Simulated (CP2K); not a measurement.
Consider 3-trifluoromethylpyridine at its PBE geometry (Å).

```xyz
14

F     2.6277    0.2658   -1.0719
C     2.0467    0.0700    0.1584
F     2.6170   -1.0538    0.6848
F     2.4342    1.1152    0.9538
C     0.5501   -0.0581    0.0469
C    -0.2906    1.0331    0.2739
C    -1.6636    0.8510    0.1129
C    -2.1357   -0.4090   -0.2663
N    -1.3390   -1.4709   -0.4896
C    -0.0189   -1.2822   -0.3356
H     0.1199    1.9962    0.5740
H    -2.3599    1.6719    0.2793
H    -3.2063   -0.5802   -0.3998
H     0.6184   -2.1492   -0.5208
```

Method: CP2K XAS_TDP, all-electron GAPW, PBEh(45%), aug-cc-pVDZ, TDA, GW2X-corrected core level, no relativity.

Question: Where do the C K-edge lines lie, and how strong are they?

Leading lines: C2 295.82 eV, C5 287.22 eV, C6 287.04 eV, C7 287.25 eV, C8 287.36 eV and C10 287.47 eV. The leading line of an atom is its first one with 35 % of the strongest within 2.5 eV of its lowest line over the strength cut. Core ionisation energies at this level: C7 292.80, C10 293.63, C6 293.32, C8 293.51, C2 300.26 and C5 292.95 eV.

The first six lines of each atom with a strength over 0.0015:

| atom | energy (eV) | states | strength, one atom | above the computed threshold |
| --- | --- | --- | --- | --- |
| C2 (bonded to C and 3 F) | 295.82 | 1 | 0.0432 |  |
|  | 296.71 | 1 | 0.0820 |  |
|  | 297.42 | 1 | 0.0057 |  |
|  | 298.55 | 1 | 0.0254 |  |
|  | 298.70 | 1 | 0.0463 |  |
|  | 299.21 | 1 | 0.0204 |  |
| C5 (bonded to 3 C) | 287.22 | 1 | 0.0450 |  |
|  | 292.18 | 1 | 0.0027 |  |
|  | 292.24 | 1 | 0.0086 |  |
|  | 292.46 | 1 | 0.0032 |  |
|  | 292.58 | 1 | 0.0028 |  |
|  | 293.65 | 1 | 0.0022 | yes |
| C6 (bonded to 2 C and H) | 287.04 | 1 | 0.0550 |  |
|  | 291.15 | 1 | 0.0114 |  |
|  | 292.28 | 1 | 0.0045 |  |
|  | 292.72 | 1 | 0.0029 |  |
|  | 292.91 | 1 | 0.0016 |  |
|  | 293.52 | 1 | 0.0062 | yes |
| C7 (bonded to 2 C and H) | 287.25 | 1 | 0.0496 |  |
|  | 290.46 | 1 | 0.0124 |  |
|  | 291.84 | 1 | 0.0029 |  |
|  | 292.09 | 1 | 0.0057 |  |
|  | 293.09 | 1 | 0.0036 | yes |
|  | 293.28 | 1 | 0.0059 | yes |
| C8 (bonded to C, N and H) | 287.36 | 1 | 0.0556 |  |
|  | 291.37 | 1 | 0.0120 |  |
|  | 292.44 | 1 | 0.0035 |  |
|  | 292.98 | 1 | 0.0025 |  |
|  | 293.20 | 1 | 0.0020 |  |
|  | 293.71 | 1 | 0.0082 | yes |
| C10 (bonded to C, N and H) | 287.47 | 1 | 0.0571 |  |
|  | 291.84 | 1 | 0.0116 |  |
|  | 292.51 | 1 | 0.0048 |  |
|  | 293.19 | 1 | 0.0020 |  |
|  | 294.08 | 1 | 0.0048 | yes |
|  | 294.31 | 1 | 0.0022 | yes |

Lines are vertical, at one geometry, with no vibrational structure. GW2X ionisation energies and lines can be off by 1 to 2 eV either way, and a good line position may hide errors that cancel. These values hold no scalar relativity, about 0.1 eV for C 1s. Rydberg lines, and the discretised continuum above threshold, depend on the basis and the box.

[Banner, clock and machine lines of the logs are left out without a mark of their own.]

[Logs are printed without paths, hosts, clocks, repeated set-up lines and the standing remarks that a program may print on its own settings, such as how far it seeks lower states.]

[Hosts, paths, dates, database ids (printed as entryN), source tags and the programs' standing remarks are cut or masked in the printed files.]
